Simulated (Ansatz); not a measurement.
**What do other settings change for SnO2(110) slab (252 atoms)?**

The cell holds 252 atoms: 84 Sn and 168 O. Cell: a = 22.302 Å, b = 20.097 Å, c = 17.935 Å, α = 90.0°, β = 90.0°, γ = 90.0°. It derives from SnO2 (rutile). Rutile SnO2 (cell 4.737, 4.737, 3.186, 90, 90, 90), (110) slab of 2 repeat layers, 7 x 3 surface cells, 12 Å of vacuum; atoms within 2.01 Å of the bottom held; not relaxed, displaced by a Gaussian of 0.02 Å. Vacuum lies along c.

Geometry: as built.

Reference run: Kohn-Sham DFT, RPBE, PAW (set soft_2), plane waves (Ansatz 0.2.0), cutoff 420 eV, Γ point, gaussian smearing of 0.05 eV.

```
r.m.s. force component                           : 1.132 eV/Å
gap (highest filled to lowest empty level) : 0.3273 eV
SCF cycles                                       : 17
time                                             : 16 s on 1 × NVIDIA H100 80GB HBM3 with 5 threads of AMD EPYC 7R13 (Zen 3), shared host
```

**Question.** The cell is repeated and solved at Γ. How do error, time and memory go?
- plane waves, 252 atoms (1×1×1)
- support functions, 252 atoms (1×1×1)
- support functions, 1008 atoms (2×2×1)
- truncated density matrix, 1008 atoms (2×2×1)

Differences are against the typed cell on a 1×1×1 mesh, which samples like Γ on 252 atoms (r.m.s. force component 1.13 eV/Å, gap 0.327 eV). Every repeated cell is solved at Γ, and forces are averaged over the copies of each atom. Hardware: 1 × NVIDIA H100 80GB HBM3 with 5 threads of AMD EPYC 7R13 (Zen 3), shared host.

```
atoms  repeats                     basis  Δ force, r.m.s. (meV/Å)  Δ energy (meV/atom)  less plane waves of the same size (meV/atom)  gap (eV)  spread among copies (meV/Å)  SCF cycles  time  host memory (GiB)  planned on the GPU (GiB)
  252    1×1×1               plane waves                    0.001                    0                                             -                   0.327                            -          17  12 s                1.9                        24
  252    1×1×1         support functions                     1.57                -6.85                                          -6.9                   0.328                            -          16  21 s                2.5                        13
 1008    2×2×1         support functions                     1.31                -6.88                                             -                   0.331                         0.09          18  88 s                 12                        32
 1008    2×2×1  truncated density matrix                     1.33                -6.88                                             -                       -                        0.097          21  85 s                7.3                        28
```

With support functions, the time grows as the 1.0 power of the atom count between the two largest sizes, 252 and 1008 atoms. At 1008 atoms truncation (run in mixed precision) changes the energy by +0.003 meV/atom and takes 0.97 times the time of the full density matrix. At equal size the support functions lie 6.9 meV/atom below plane waves, likely because their grid holds more waves than 420 eV; no run tests this. At the largest size the support functions' forces differ from the reference by 0.12 % of the r.m.s. force, which holds the difference of sampling between the two as well as that of the basis. In some support-function runs the search for missed states was left out or partial.

[Logs are printed without paths, hosts, clocks, repeated set-up lines and the standing remarks that a program may print on its own settings, such as how far it seeks lower states.]

[Hosts, paths, dates, database ids (printed as entryN), source tags and the programs' standing remarks are cut or masked in the printed files.]
